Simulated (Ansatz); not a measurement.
# LiCaCl3: complex band structure, part 4 of 4

Wanted: the relaxed cell of LiCaCl3, its band edges and its decay constants. It is built by putting Li for Rb in the RbCaCl3 structure of space group Cm, with the volume rescaled by atomic radii. The parent structure comes from the Materials Project.

Ansatz 0.2.0; PBE DFT, plane waves, PAW files (the session's first sound run).

So far, gap on the k-mesh (eV): step 3 (band edges, PBE) 4.91; step 6 (decaying states in the gap, plane (100), k-mesh 6×6×6, PBE) 4.91; step 7 (band edges at another level, cutoff 1170 eV, PBE JTH) 4.90; step 9 (a repeat with changed settings, PBE) 4.91.

The structure was built from a prototype and need not be the compound's stable phase.

## (10) A check of the settings

This step: PBE DFT, plane waves, PAW files; complex bands by layer matching along the plane's normal; changed: basis.ecutrho_ratio = 9, scf.eigensolver.kind = "davidson", basis.precision = "f64" (Ansatz 0.2.0).

This run repeats an earlier one, its twin (the complex run, plane (001)), with three settings changed (scf.eigensolver.kind, basis.ecutrho_ratio, basis.precision; files written aside). It is meant to test whether the numerical route changes the result or only the time, whether the cutoff of the density is converged and how the run responds. Where the input is shown as a difference, that is against the step before, not the twin.

The input, input.yaml:

```yaml
crystal:
  lattice:
    - [5.478670049, 0.0, 0.0]
    - [0.307746669, 5.47001988, 0.0]
    - [-0.308344276, -0.291484247, 5.461809128]
  atoms:
    - { symbol: Li, position: [0.1664472973, 0.1664472973, 0.847864487] }
    - { symbol: Ca, position: [0.48199165, 0.48199165, 0.5323563077] }
    - { symbol: Cl, position: [0.9757644605, 0.4418271621, 0.5724430518] }
    - { symbol: Cl, position: [0.4418759401, 0.4418759401, 0.0385211016] }
    - { symbol: Cl, position: [0.4418271621, 0.9757644605, 0.5724430518] }
kpoints:
  mp_grid: { grid: [4, 4, 4] }
scf:
  occupations: { method: fixed }
  eigensolver: { kind: davidson }
hamiltonian:
  xc: pbe
output:
  eigenvalues: true
  transmission:
    leads: [[0, 0]]
    kpoints: [[0.0, 0.0], [-0.5, -0.5], [0.5, 0.0]]
    e_range: [-1.0, 5.91]
    de: 0.17
basis:
  ecutrho_ratio: 9
  precision: f64
```

The run is started by

```
> ansatz run input.yaml --threads 2 --pin off --max-ram 4096MiB --backend cpu --events-out ev --progress --plain --runs-dir out
```

Numbers of over 12 decimals in the logs are rounded to 6 here.

The log of the run:

```text
[...]
davidson cushion auto → on  (no smearing: the cushion is to keep the highest requested band from converging to the state above it; pin scf.eigensolver.cushion to override)
Crystal: 5 atoms, lattice volume = 163.682 Å³
Basis set: ecut = 420 eV, 3233 PW (Γ)
Bands: 22, of which v1, the nominal top of the filled ones, is band 17 counted from 1 (16 counted from 0)
Symmetry: 2 space group operations
[...]
k-points: 24 of 64 (time reversal used)
[...]
SCF iter   1: F=—  HF=-5270.388647 eV  |F-HF|=—  |Δ(HF+E_count)|=         —  Δρ=7.08e-4  dr2=1.43e-3  ethr=1.77e-3  ⟨swp⟩=10.5  Hψ=3010  notcnv=0
[...]
SCF iter   6: F=-5270.388786 eV  HF=-5270.388786 eV  |F-HF|=4.49e-8  |Δ(HF+E_count)|=   2.19e-7  Δρ=2.77e-6  dr2=1.89e-8  ethr=5.64e-10  ⟨swp⟩=5.2  Hψ=1733  notcnv=0  defer=1
SCF 1 converged in 6 iterations: F = -5270.388786 eV  dr2 = 1.89e-8
[...]
transmission: 9 of 27 steps passed
transmission: 18 of 27 steps passed
transmission: 27 of 27 steps passed
SCF converged after 6 iterations
Free energy (F): -5270.388786 eV
[...]
Internal energy: -5270.388786 eV  (E = F + TS)
E sigma→0 (E₀):  -5270.388786 eV
Fermi energy:    -0.522148 eV
[...]
--- Band table (eV; the first three rows and the last of 24) ---
  k-point 0: bands = [... 13 lower, -1.2403, -0.9297, -0.9295, -0.8450, 4.3854, 5.1339, 5.1652, 5.1655, ... 1 higher]
  k-point 1: bands = [... 13 lower, -1.4270, -1.0886, -1.0389, -0.8839, 4.8117, 5.1913, 5.3720, 5.5146, ... 1 higher]
  k-point 2: bands = [... 13 lower, -1.5794, -1.1840, -1.1463, -0.8964, 5.1398, 5.5563, 5.8312, 5.9299, ... 1 higher]
  k-point 23: bands = [... 13 lower, -1.9054, -0.8462, -0.8461, -0.5221, 5.6251, 6.3869, 6.3873, 6.4264, ... 1 higher]
--- Transmission ---
  basis      : 265 plane waves across, 9 finite elements along
  points     : 3, as listed
[...]
crystal 0  : Ca1Cl3Li1, at the sites [0, 0], period 5.4618 Å: whole cells are its period
[...]
channels       : 0.000000e0 a spin
[...]
slowest decay  : 0.4083 /Å at (0.0000, 0.0000)
```

The job ended after 53 s (2 threads of Arm Neoverse V2, shared host; peak memory 0.76 GiB; 85 s of CPU time).

Numbers from this step:

```
free energy  : -5270.3888 eV
Fermi energy : -0.5221 eV
```

K parallel (0, 0); values up to 1.5 1/Å, a degenerate pair printed once or twice; energies at which all values exceed this have no row. The Im kz of the slowest decaying states by energy, zero at the highest filled level on the SCF mesh:

| energy (eV) | decay 1 (Å⁻¹) | decay 2 (Å⁻¹) | decay 3 (Å⁻¹) | decay 4 (Å⁻¹) |
| --- | --- | --- | --- | --- |
| -1.00 | 0.312 | 0.442 | 0.978 | 1.06 |
| -0.49 | 0.445 | 0.648 | 0.980 | 1.48 |
| 0.02 | 0.267 | 0.369 | 0.549 | 0.590 |
| 0.53 | 0.342 | 0.490 | 0.586 | 0.655 |
| 0.87 | 0.370 | 0.531 | 0.597 | 0.675 |
| 1.38 | 0.395 | 0.565 | 0.599 | 0.688 |
| 1.89 | 0.407 | 0.577 | 0.590 | 0.690 |
| 2.40 | 0.408 | 0.571 | 0.574 | 0.684 |
| 2.91 | 0.399 | 0.543 | 0.559 | 0.672 |
| 3.42 | 0.376 | 0.507 | 0.531 | 0.654 |
| 3.93 | 0.333 | 0.462 | 0.490 | 0.631 |
| 4.27 | 0.285 | 0.427 | 0.454 | 0.612 |
| 4.78 | 0.140 | 0.362 | 0.382 | 0.580 |
| 5.29 | 0.268 | 0.272 | 0.541 | 0.644 |
| 5.80 | 0.197 | 0.391 | 0.493 | 0.835 |

K parallel (-0.5, -0.5); values up to 1.5 1/Å, a degenerate pair printed once or twice; energies at which all values exceed this have no row. The Im kz of the slowest decaying states by energy, zero at the highest filled level on the SCF mesh:

| energy (eV) | decay 1 (Å⁻¹) | decay 2 (Å⁻¹) | decay 3 (Å⁻¹) | decay 4 (Å⁻¹) |
| --- | --- | --- | --- | --- |
| -1.00 | 0.0780 | 0.178 | 0.817 | 0.982 |
| -0.66 | 0.327 | 0.873 | 1.00 | 1.09 |
| -0.49 | 0.363 | 0.890 | 1.00 | 1.02 |
| -0.15 | 0.246 | 0.411 | 0.824 | 0.914 |
| 0.02 | 0.104 | 0.340 | 0.428 | 0.927 |
| 0.36 | 0.392 | 0.453 | 0.470 | 0.924 |
| 0.70 | 0.471 | 0.533 | 0.579 | 0.890 |
| 0.87 | 0.477 | 0.601 | 0.643 | 0.836 |
| 1.21 | 0.487 | 0.741 | 0.750 | 0.893 |
| 1.38 | 0.490 | 0.740 | 0.752 | 0.889 |
| 1.72 | 0.495 | 0.737 | 0.752 | 0.877 |
| 2.06 | 0.497 | 0.730 | 0.747 | 0.861 |
| 2.23 | 0.497 | 0.725 | 0.744 | 0.852 |
| 2.57 | 0.495 | 0.712 | 0.734 | 0.831 |
| 2.74 | 0.493 | 0.705 | 0.728 | 0.819 |
| 3.08 | 0.488 | 0.687 | 0.713 | 0.793 |
| 3.42 | 0.482 | 0.666 | 0.695 | 0.764 |
| 3.59 | 0.478 | 0.655 | 0.685 | 0.748 |
| 3.93 | 0.469 | 0.628 | 0.662 | 0.714 |
| 4.10 | 0.464 | 0.613 | 0.650 | 0.695 |
| 4.44 | 0.455 | 0.579 | 0.622 | 0.654 |
| 4.78 | 0.446 | 0.538 | 0.589 | 0.606 |
| 4.95 | 0.444 | 0.513 | 0.571 | 0.579 |
| 5.29 | 0.450 | 0.450 | 0.517 | 0.529 |
| 5.46 | 0.410 | 0.461 | 0.480 | 0.504 |
| 5.80 | 0.316 | 0.381 | 0.446 | 0.474 |

K parallel (0.5, 0); values up to 1.5 1/Å, a degenerate pair printed once or twice; energies at which all values exceed this have no row. Im kz of the slowest decaying states against energy, zero at the highest filled level on the SCF mesh:

| energy (eV) | decay 1 (Å⁻¹) | decay 2 (Å⁻¹) | decay 3 (Å⁻¹) | decay 4 (Å⁻¹) |
| --- | --- | --- | --- | --- |
| -1.00 | 0.290 | 0.512 | 0.726 | 0.759 |
| -0.66 | 0.0360 | 0.448 | 0.650 | 0.944 |
| -0.32 | 0.162 | 0.387 | 0.534 | 0.887 |
| 0.02 | 0.283 | 0.315 | 0.518 | 0.548 |
| 0.36 | 0.373 | 0.452 | 0.573 | 0.964 |
| 0.70 | 0.407 | 0.581 | 0.598 | 0.923 |
| 1.04 | 0.429 | 0.612 | 0.747 | 0.987 |
| 1.38 | 0.444 | 0.618 | 0.748 | 0.997 |
| 1.72 | 0.454 | 0.619 | 0.745 | 0.997 |
| 2.06 | 0.460 | 0.614 | 0.738 | 0.993 |
| 2.40 | 0.464 | 0.604 | 0.727 | 0.986 |
| 2.74 | 0.465 | 0.591 | 0.714 | 0.975 |
| 3.08 | 0.465 | 0.572 | 0.696 | 0.961 |
| 3.42 | 0.466 | 0.548 | 0.676 | 0.946 |
| 3.76 | 0.481 | 0.511 | 0.652 | 0.928 |
| 4.10 | 0.461 | 0.510 | 0.623 | 0.908 |
| 4.44 | 0.424 | 0.496 | 0.590 | 0.887 |
| 4.78 | 0.382 | 0.473 | 0.551 | 0.864 |
| 5.12 | 0.328 | 0.445 | 0.502 | 0.839 |
| 5.46 | 0.247 | 0.414 | 0.438 | 0.812 |
| 5.80 | 0.235 | 0.324 | 0.411 | 0.725 |

The least decay constant is 0.408 Å⁻¹ against 0.408 Å⁻¹ in the twin: no change within 1 %.

## (11) Results

* band gap: 4.91 eV
* least decay constant at mid-gap, normal to (001): 0.408 Å⁻¹
* least decay constant at mid-gap, normal to (100): 0.422 Å⁻¹
* least decay constant on a mesh, normal to (001): 0.408 Å⁻¹

With PBE, the slowest decay at the wavevectors tried is κ = 0.408 Å⁻¹, normal to (001). Through such a film the transmission near mid-gap falls as exp(−2κd), a factor of ten every 2.8 Å. The directions tried decay at nearly the same rate. A free electron under a barrier of half the gap would need a mass of 0.26 mₑ to decay at this rate. The compound is made up by substitution; its stability against other phases and against distortions of the cell's symmetry was not tested. A semilocal functional narrows gaps, so real decay constants are likely larger.

[Logs are printed without paths, hosts, clocks, repeated set-up lines and the standing remarks that a program may print on its own settings, such as how far it seeks lower states.]

[Hosts, paths, dates, database ids (printed as entryN), source tags and the programs' standing remarks are cut or masked in the printed files.]
